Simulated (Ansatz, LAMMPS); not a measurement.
**Convergence of a linear-scaling basis for Li+ BF4- in acetonitrile and dimethyl sulfoxide at 350 K (156 atoms)**

Aim: test how closely localised support functions follow the reference on Li+ BF4- in acetonitrile and dimethyl sulfoxide at 350 K (156 atoms), and at what cost. A setting counts as converged where the r.m.s. difference of forces stays under 1 % of the r.m.s. force.

Method: Kohn-Sham DFT, PBE+D3(BJ), PAW (set soft_2), plane waves, in Ansatz 0.2.0.

### 1. Starting point

The cell holds 156 atoms: 36 C, 9 S, 9 O, 81 H, 9 N, 2 B, 8 F and 2 Li. Its edges and angles: a = 12.645 Å, b = 12.645 Å, c = 12.645 Å, α = 90.0°, β = 90.0°, γ = 90.0°. 9 acetonitrile, 9 dimethyl sulfoxide, 2 Li+, 2 BF4- placed at random, at 1.03 g/cm³; overlaps pushed apart, then 10 ps at 550 K with stiff harmonic cages for PF6 and BF4 with UFF radii; Joung-Cheatham ions (J. Phys. Chem. B 112, 9020 (2008)); MMFF94 bonds, angles, torsions, charges and radii (Halgren, J. Comput. Chem. 17, 490 (1996)) in harmonic and 12-6 forms; charges of ions scaled by 0.8. Snapshot after 30 ps at 350 K and fixed volume.

What the set-up can't give: The network of contacts between molecules at the start is that of the classical potential that made the cell, and needn't be the one that DFT or experiment would give. The density was typed from a rule of thumb and may lie off the real one at this temperature. Only the Γ point is sampled, in a cell whose shortest periodic width is 13 Å.

### 2. How the cell was made

A classical potential supplies the starting structure, since it reaches far longer times than DFT.

This step: classical MD, stiff harmonic cages for PF6 and BF4 with UFF radii; Joung-Cheatham ions (J. Phys. Chem. B 112, 9020 (2008)); MMFF94 bonds, angles, torsions, charges and radii (Halgren, J. Comput. Chem. 17, 490 (1996)) in harmonic and 12-6 forms; charges of ions scaled by 0.8 (LAMMPS 22 Jul 2025 - Update 4).

Contents of in.lmp:

```
# Li+ BF4- in acetonitrile and dimethyl sulfoxide
units real
atom_style full
boundary p p p
bond_style harmonic
angle_style harmonic
dihedral_style opls
improper_style harmonic
special_bonds lj 0 0 0.5 coul 0 0 0.75
read_data data.lmp
neigh_modify delay 0 every 1 check yes one 4000
comm_modify cutoff 12.0
timestep 0.5
thermo_style custom step time temp pe press density
thermo_modify norm yes
# push overlapping molecules apart
pair_style soft 2.6
pair_coeff * * 0.0
variable a equal ramp(1,60)
fix ad all adapt 1 pair soft a * * v_a
velocity all create 550 690122 mom yes dist gaussian
fix lim all nve/limit 0.03
fix lan all langevin 550 550 50 690123 zero yes
thermo 1000
run 3000 post no
unfix ad
pair_style lj/cut/coul/long 9.0
pair_modify mix arithmetic tail yes
pair_coeff 1 1 0.0678 3.3680   # C
pair_coeff 2 2 0.2681 3.6400   # S
pair_coeff 3 3 0.0763 2.9870   # O
pair_coeff 4 4 0.0216 2.5400   # H
pair_coeff 5 5 0.0678 3.5530   # C
pair_coeff 6 6 0.0721 3.3270   # N
# [... 21 lines left out ...]
compute msd all msd com yes
thermo 7500
fix md all nvt temp 350 350 100
run 30000 post no
print "== T350: mean square displacement over the hold $(c_msd[4]:%.2f) A^2"
unfix md
uncompute msd
write_dump all custom T350.dump id type xs ys zs modify sort id
```

Command:

```console
lmp -in in.lmp -log none -nocite
```

The program printed:

```text
LAMMPS (22 Jul 2025 - Update 4)
Reading data file ...
  orthogonal box = (0 0 0) to (12.64467 12.64467 12.64467)
  156 atoms
  orthogonal box = (0 0 0) to (12.64467 12.64467 12.64467)
  146 bonds
  198 angles
  108 dihedrals
WARNING: Bond/angle/dihedral extent > half of periodic box length
   Step          Time           Temp          PotEng         Press         Density
         0   0              550            0.15077676     7329.1387      1.0349998
      1000   500            469.51875      1.3931316      18272.889      1.0349998
      2000   1000           479.43696      1.1398361      8158.0111      1.0349998
[... 46 lines left out ...]
WARNING: Bond/angle/dihedral extent > half of periodic box length
   Step          Time           Temp          PotEng         Press         Density
[... 2 lines left out ...]
     30000   29000          335.35759     -2.051176       5738.7019      1.0349998
     37500   36500          342.17609     -1.8819465      10285.14       1.0349998
     45000   44000          356.29131     -2.0187834      2269.6781      1.0349998
     47000   46000          391.35739     -1.9570182     -998.52822      1.0349998
WARNING: Bond/angle/dihedral extent > half of periodic box length
Loop time of 23.4641 s on 1 MPI rank(s) for 30000 steps with 156 atoms
== T350: mean square displacement over the hold 14.55 A^2
```

The job ended after 37 s (1 thread of Intel Xeon at 2.80GHz (Skylake/Cascade Lake), shared host; peak memory 0.65 GiB).

The input also reads data.lmp (atoms, bonds and types; not printed here).

### 3. Plane-wave single point

The first run uses the default basis; a harder plane-wave run follows as the reference for the support functions.

Contents of input.yaml:

```yaml
crystal:
  lattice:
    - [12.64467, 0.0, 0.0]
    - [0.0, 12.64467, 0.0]
    - [0.0, 0.0, 12.64467]
  atoms:
    - { symbol: C, position: [0.49632, 0.5819, 0.50042] }
    - { symbol: S, position: [0.61804, 0.53274, 0.55576] }
    - { symbol: C, position: [0.622, 0.41282, 0.47776] }
    - { symbol: O, position: [0.70071, 0.6017, 0.5092] }
    - { symbol: H, position: [0.44484, 0.52174, 0.46646] }
    - { symbol: H, position: [0.45746, 0.62892, 0.56431] }
    - { symbol: H, position: [0.50541, 0.63832, 0.43916] }
    - { symbol: H, position: [0.67111, 0.34959, 0.51935] }
    - { symbol: H, position: [0.53704, 0.37733, 0.4664] }
    - { symbol: H, position: [0.66217, 0.42069, 0.40467] }
    - { symbol: C, position: [0.45134, 0.13218, 0.4343] }
    - { symbol: S, position: [0.46604, 0.9999, 0.50303] }
    - { symbol: C, position: [0.34075, 0.99913, 0.57676] }
    - { symbol: O, position: [0.46237, 0.92052, 0.41541] }
    - { symbol: H, position: [0.49463, 0.12439, 0.36377] }
    - { symbol: H, position: [0.36821, 0.13057, 0.41903] }
    - { symbol: H, position: [0.47393, 0.20571, 0.47532] }
    - { symbol: H, position: [0.33953, 0.06222, 0.63336] }
    - { symbol: H, position: [0.27547, 0.99718, 0.521] }
    - { symbol: H, position: [0.34032, 0.92536, 0.61611] }
    - { symbol: C, position: [0.55152, 0.97607, 0.03332] }
    - { symbol: S, position: [0.48101, 0.08574, 0.97139] }
    - { symbol: C, position: [0.37448, 0.00407, 0.92153] }
    - { symbol: O, position: [0.44222, 0.15461, 0.06059] }
    - { symbol: H, position: [0.49977, 0.958, 0.10032] }
    - { symbol: H, position: [0.55738, 0.92157, 0.97008] }
    - { symbol: H, position: [0.62811, 7.0e-05, 0.06566] }
    - { symbol: H, position: [0.39351, 0.93448, 0.87488] }
    - { symbol: H, position: [0.32393, 0.97871, 0.98884] }
    - { symbol: H, position: [0.31714, 0.05214, 0.87558] }
    - { symbol: C, position: [0.2662, 0.642, 0.82351] }
    - { symbol: S, position: [0.22662, 0.55764, 0.71562] }
    [... 118 atom lines left out ...]
    - { symbol: F, position: [0.74046, 0.37573, 0.80389] }
    - { symbol: F, position: [0.66646, 0.25664, 0.69745] }
    - { symbol: F, position: [0.66205, 0.23385, 0.88688] }
    - { symbol: F, position: [0.80959, 0.20747, 0.79746] }
    - { symbol: Li, position: [0.12116, 0.88563, 0.02132] }
    - { symbol: Li, position: [0.82462, 0.66918, 0.56344] }
kpoints:
  mp_grid: { grid: [1, 1, 1] }
hamiltonian:
  xc: pbe
  dispersion: d3bj
scf:
  occupations: { method: gaussian, width: 0.025 }
output:
  forces: true
  stress: true
  populations: true
  dos:
    method: { smearing: { sigma: 0.1 } }
    de: 0.1
    projected: { site_lists: { B: [B], C: [C], F: [F], H: [H], Li: [Li] } }
  eigenvalues: true
  write_density: true
  write_potential: true
  volumetric_format: npy
```

Command:

```console
ansatz run input.yaml --threads 4 --pin off --max-ram 8192MiB --backend cpu --events-out ev --progress --plain --runs-dir out
```

The program printed:

```text
Engine: ansatz 0.2.0, aarch64-unknown-linux-gnu
Pseudopotentials: kind: paw
Pseudopotential: C, paw, valence charge 4, recommended cutoff 420 eV (normal), C.paw.azcp
Pseudopotential: S, paw, valence charge 6, recommended cutoff 420 eV (normal), S.paw.azcp
Pseudopotential: O, paw, valence charge 6, recommended cutoff 420 eV (normal), O.paw.azcp
Pseudopotential: H, paw, valence charge 1, recommended cutoff 420 eV (normal), H.paw.azcp
Pseudopotential: N, paw, valence charge 5, recommended cutoff 420 eV (normal), N.paw.azcp
Pseudopotential: B, paw, valence charge 3, recommended cutoff 420 eV (normal), B.paw.azcp
Pseudopotential: F, paw, valence charge 7, recommended cutoff 420 eV (normal), F.paw.azcp
Pseudopotential: Li, paw, valence charge 3, recommended cutoff 420 eV (normal), Li.paw.azcp
[... 5 lines on functional and potentials left out ...]
Crystal: 156 atoms, lattice volume = 2021.727 Å³
Basis set: ecut = 420 eV, 39607 PW (Γ), exchange–correlation on 180×180×180 points (8 copies of the dense FFT grid, shifted against one another)
Bands: 379, of which v1, the nominal top of the filled ones, is band 223 counted from 1 (222 counted from 0)
Symmetry: 1 space group operations
Space group: P1 (ITA 1), of the structure as read, at distance tolerance 1.3e-4 Å
k-points: 1
[... 17 lines on functional and potentials left out ...]
Initial density: superposition of atomic densities (neutral atoms: chi_scale 0, normalization atom), corrected by the library's trained network
Initial wavefunctions: pseudopotential atomic-orbital guess
Functional: x = pbe(κ = 0.804, μ = 0.219515), c = pbe(β = 0.066725)
SCF iter   1: F=—  HF=-34205.819093 eV  |F-HF|=—  |Δ(HF+E_count)|=         —  Δρ=5.92e-3  dr2=9.66e-1  ethr=1.77e-3  ⟨swp⟩=6.0  Hψ=1797  notcnv=0  defer=75
preconditioner: auto → Resta (q_TF=auto, 2.121 Å⁻¹)  ε∞=2.5  [insulator: Δε(μ)=4.056 eV  Ē_g=13.639 eV  σ=0.025 eV  W_gap=1.00  n_scr=340 (ndim 8)  ℏωp=16.7 eV  f_vac=0.253  D(μ)=0.00/eV (n_scr^D=0)  ε∞_Penn≈2.5]
SCF iter   2: F=—  HF=-34205.650390 eV  |F-HF|=—  |Δ(HF+E_count)|=   1.69e-1  Δρ=3.60e-3  dr2=2.19e-1  ethr=2.17e-4  ⟨swp⟩=3.0  Hψ=657  notcnv=0  defer=150
SCF iter   3: F=—  HF=-34205.626071 eV  |F-HF|=—  |Δ(HF+E_count)|=   2.43e-2  Δρ=1.35e-3  dr2=6.49e-2  ethr=4.91e-5  ⟨swp⟩=4.0  Hψ=451  notcnv=0  defer=150
SCF iter   4: F=—  HF=-34205.621283 eV  |F-HF|=—  |Δ(HF+E_count)|=   4.79e-3  Δρ=6.26e-4  dr2=1.50e-2  ethr=1.45e-5  ⟨swp⟩=4.0  Hψ=332  notcnv=0  defer=150
SCF iter   5: F=—  HF=-34205.619060 eV  |F-HF|=—  |Δ(HF+E_count)|=   2.22e-3  Δρ=2.85e-4  dr2=2.45e-3  ethr=3.36e-6  ⟨swp⟩=2.0  Hψ=600  notcnv=0  defer=151
SCF iter   6: F=—  HF=-34205.618598 eV  |F-HF|=—  |Δ(HF+E_count)|=   4.63e-4  Δρ=1.17e-4  dr2=3.37e-4  ethr=5.50e-7  ⟨swp⟩=2.0  Hψ=441  notcnv=0  defer=151
SCF iter   7: F=—  HF=-34205.618597 eV  |F-HF|=—  |Δ(HF+E_count)|=   8.88e-7  Δρ=4.99e-5  dr2=5.68e-5  ethr=7.56e-8  ⟨swp⟩=2.0  Hψ=438  notcnv=0  defer=151
SCF iter   8: F=—  HF=-34205.618812 eV  |F-HF|=—  |Δ(HF+E_count)|=   2.16e-4  Δρ=2.18e-5  dr2=1.13e-5  ethr=1.27e-8  ⟨swp⟩=2.0  Hψ=442  notcnv=0  defer=151
SCF iter   9: F=—  HF=-34205.618813 eV  |F-HF|=—  |Δ(HF+E_count)|=   1.94e-7  Δρ=9.80e-6  dr2=2.23e-6  ethr=2.53e-9  ⟨swp⟩=2.0  Hψ=441  notcnv=0  defer=151
SCF iter  10: F=—  HF=-34205.618813 eV  |F-HF|=—  |Δ(HF+E_count)|=   1.81e-7  Δρ=3.76e-6  dr2=3.20e-7  ethr=5.01e-10  ⟨swp⟩=2.0  Hψ=438  notcnv=0  defer=151
SCF iter  11: F=—  HF=-34205.618813 eV  |F-HF|=—  |Δ(HF+E_count)|=   9.23e-8  Δρ=2.27e-6  dr2=1.24e-7  ethr=2.24e-11  ⟨swp⟩=21.0  Hψ=3714  notcnv=0
SCF iter  12: F=-34205.618813 eV  HF=-34205.618813 eV  |F-HF|=3.97e-9  |Δ(HF+E_count)|=  1.46e-11  Δρ=7.64e-7  dr2=1.21e-8  ethr=2.24e-11  ⟨swp⟩=8.0  Hψ=1797  notcnv=0
SCF 1 converged in 12 iterations: F = -34205.618813 eV  dr2 = 1.21e-8
  greatest PAW one-centre occupation: 1.000 electrons in one spin orbital (limit 2), on the Li atom at site 154 (counted from 0), in its partial waves of l = 0
WARN: The input density's exchange-correlation potential varies sharply where the density is thin. Do not read a vacuum level from v_tot or v_xc, or from such a field of the output density. On a cell that repeats whose density bears no net charge and no dipole along the vacuum's axis use v_es (v_loc + v_h of the components); [...]
SCF converged after 12 iterations
Free energy (F): -34205.618813 eV
Harris-Foulkes:  -34205.618813 eV  (|F-HF|=3.97e-9)
Internal energy: -34205.618813 eV  (E = F + TS)
E sigma→0 (E₀):  -34205.618813 eV
Fermi energy:    1.381795 eV
--- Per-component energies (eV) ---
  E_band       = -3798.296928
  E_kinetic    = 9869.740416
  E_local      = -33428.795831  (includes V_loc(G=0)·N_el)
  E_nonlocal   = 2786.473650
  E_hartree    = 12330.888129
  E_xc         = -5230.707092
  E_vxc        = -6278.986790  (∫ρ·V_xc dr)
  E_paw        = -13403.033611  (= ΣΔE_a)
  E_vpaw       = -1408.433348  (= ΣTr[D̂ρ^β])
  E_aug_tail   = -0.070277  (compensation charges beyond the density's cutoff)
  E_ewald      = -7122.256689
  E_disp       = -7.857509  (pairwise vdW)
  E_smearing   = -0.000000  (= −TS)
  E_closure    = 0.000000  (closes the sum)
  Σ components = -34205.618813   (vs F -34205.618813, Δ=0.00e0)
--- Forces (eV/Å), atoms counted from 1 ---
  atom   1  C     -1.16067925     0.52133450     1.28569060
  atom   2  S     -1.19912989    -1.03920580    -0.46634195
  atom   3  C     -1.25979668    -2.78985714     1.56660146
  atom   4  O      1.63032727     1.06655879    -0.37668441
  atom   5  H     -0.09094244    -0.17640919     0.46810897
  atom   6  H     -0.04479339    -0.76395610    -0.31935856
  atom   7  H      1.04084575     0.77684676    -1.12304831
  atom   8  H     -0.78813822     0.94071113    -0.02658675
  atom   9  H      1.92805606     0.82292884     0.14034700
  atom  10  H      0.20661974     0.80335465    -1.35109865
  atom  11  C     -0.53068406    -0.68044405     1.66946200
  atom  12  S      0.87846342     1.27525238     0.61777529
  atom  13  C      0.45110833    -0.03364457    -1.37825194
  atom  14  O     -0.41389671    -0.22996180    -0.19368514
[...]
atom 155  Li     0.14285674     0.06194147     0.03466936
  atom 156  Li    -0.21191664     0.29170953    -0.02702076
  max |Σ_I F_I| component: 3.59e-5 eV/Å
--- Stress (GPa, compression-positive) ---
        0.770975       0.628615      -1.033175
        0.628617       0.109091       0.108027
       -1.033176       0.108028       0.335734
  P = ⅓ Tr σ = 0.4053 GPa (4.053 kbar)
--- Band table (eV) ---
  k-point 0: bands = ["-44.1639", "-43.7142", "-25.1573", "-24.5790", [... 363 levels ...], "9.2871", "9.3373", "9.3703", "9.4269", "9.4688", "9.5010", "9.5765", "9.5996", "9.6219", "9.6540", "9.7032", "9.7426"]
--- Löwdin populations: 156 sites ---
  site symbol       q [e]
     0      C      4.6030
     1      S      4.7510
     2      C      4.5811
[...]
155     Li      2.2862
  spilling = 0.015895 (of n_electrons = 446.000000)
```

Elapsed: 30 s, on 4 threads of Arm Neoverse V2, shared host; peak memory 2.6 GiB.

In the SCF lines HF is the Harris–Foulkes energy and dr2 the Hartree energy of the density residual, in eV; the loop may stop once dr2 is under the threshold and the program's other checks hold. Hψ counts applications of the Hamiltonian.

The program notes that the exchange-correlation potential is rough where the density is thin.

Read from the output:

```yaml
free_energy: -34205.6188 eV
free_energy_per_atom: -219.2668 eV/atom
scf_cycles: 12
pressure: 0.4053 GPa
r_m_s_force_component: 0.9402 eV/Å
longest_force: 6.626 eV/Å
fermi_energy: 1.382 eV
spacing_of_highest_filled_and_lowest_empty_level: 3.733 eV
spilling_of_the_projection: 0.01589
```

The r.m.s. force component of 0.94 eV/Å sets the scale for the differences below.

### 4. Plane waves at 750 eV (750 eV)

The grid of the support functions holds more waves than the default cutoff, so they are judged against a harder plane-wave run.

input.yaml, the sections that differ from step 3:

```yaml
output:
  forces: true
  eigenvalues: true
basis:
  ecutwfc: "750 eV"
# crystal, kpoints, hamiltonian, scf: as in step 3
```

The program printed:

```text
[...]
Crystal: 156 atoms, lattice volume = 2021.727 Å³
Basis set: ecut = 750 eV, 94341 PW (Γ), exchange–correlation on 240×240×240 points (8 copies of the dense FFT grid, shifted against one another)
Bands: 379, of which v1, the nominal top of the filled ones, is band 223 counted from 1 (222 counted from 0)
Symmetry: 1 space group operations
[...]
k-points: 1
[...]
SCF iter   1: F=—  HF=-34206.330319 eV  |F-HF|=—  |Δ(HF+E_count)|=         —  Δρ=6.01e-3  dr2=9.71e-1  ethr=1.77e-3  ⟨swp⟩=6.0  Hψ=1797  notcnv=0  defer=78
[...]
SCF iter   3: F=—  HF=-34206.134608 eV  |F-HF|=—  |Δ(HF+E_count)|=   2.54e-2  Δρ=1.37e-3  dr2=6.50e-2  ethr=5.00e-5  ⟨swp⟩=5.0  Hψ=452  notcnv=0  defer=30
automatic band count: iteration 3 solves 259 bands in place of 379: the levels show a gap, and the empty bands left out lie too high to hold charge; the band table lists the bands solved (type scf.n_extra_bands for more)
SCF iter   4: F=—  HF=-34206.130100 eV  |F-HF|=—  |Δ(HF+E_count)|=   4.51e-3  Δρ=6.67e-4  dr2=1.66e-2  ethr=1.46e-5  ⟨swp⟩=3.0  Hψ=327  notcnv=0  defer=30
SCF iter   5: F=—  HF=-34206.127620 eV  |F-HF|=—  |Δ(HF+E_count)|=   2.48e-3  Δρ=2.92e-4  dr2=2.60e-3  ethr=3.73e-6  ⟨swp⟩=2.0  Hψ=462  notcnv=0  defer=31
[...]
SCF iter  11: F=—  HF=-34206.127134 eV  |F-HF|=—  |Δ(HF+E_count)|=   8.85e-8  Δρ=2.30e-6  dr2=1.27e-7  ethr=2.24e-11  ⟨swp⟩=14.0  Hψ=1279  notcnv=0
SCF iter  12: F=-34206.127134 eV  HF=-34206.127134 eV  |F-HF|=3.65e-9  |Δ(HF+E_count)|=   1.60e-9  Δρ=7.68e-7  dr2=1.23e-8  ethr=2.24e-11  ⟨swp⟩=4.0  Hψ=852  notcnv=0
SCF 1 converged in 12 iterations: F = -34206.127134 eV  dr2 = 1.23e-8
[...]
SCF converged after 12 iterations
Free energy (F): -34206.127134 eV
[...]
Internal energy: -34206.127134 eV  (E = F + TS)
E sigma→0 (E₀):  -34206.127134 eV
Fermi energy:    1.381517 eV
[...]
Σ components = -34206.127134   (vs F -34206.127134, Δ=0.00e0)
--- Forces (eV/Å), atoms counted from 1 ---
  atom   1  C     -1.16739056     0.52538252     1.28166387
  atom   2  S     -1.19872563    -1.03901160    -0.46763093
  atom   3  C     -1.25655124    -2.79508343     1.56175208
  atom   4  O      1.62814749     1.06503136    -0.37650495
[...]
atom 156  Li    -0.21198626     0.29166737    -0.02659002
  max |Σ_I F_I| component: 4.94e-5 eV/Å
--- Band table (eV) ---
[...]
```

Wall time 36 s (4 threads); peak memory 5.4 GiB.

Forces differ from the reference by 5.1 meV/Å r.m.s., 0.55 % of their size, within a tolerance of 1 %; the energy by -3.3 meV/atom.

(Part 1 of 3 ends here.)

[Long decimals in the printed logs are rounded to 6 places.]

[Logs are printed without paths, hosts, clocks, repeated set-up lines and the standing remarks that a program may print on its own settings, such as how far it seeks lower states.]

[Hosts, paths, dates, database ids (printed as entryN), source tags and the programs' standing remarks are cut or masked in the printed files.]

[The MMFF94 radii named for the starting cell were scaled by 0.96; in molecules described by MMFF94, hydrogen bound to N, O or S took a small fixed 12-6 site in their place.]
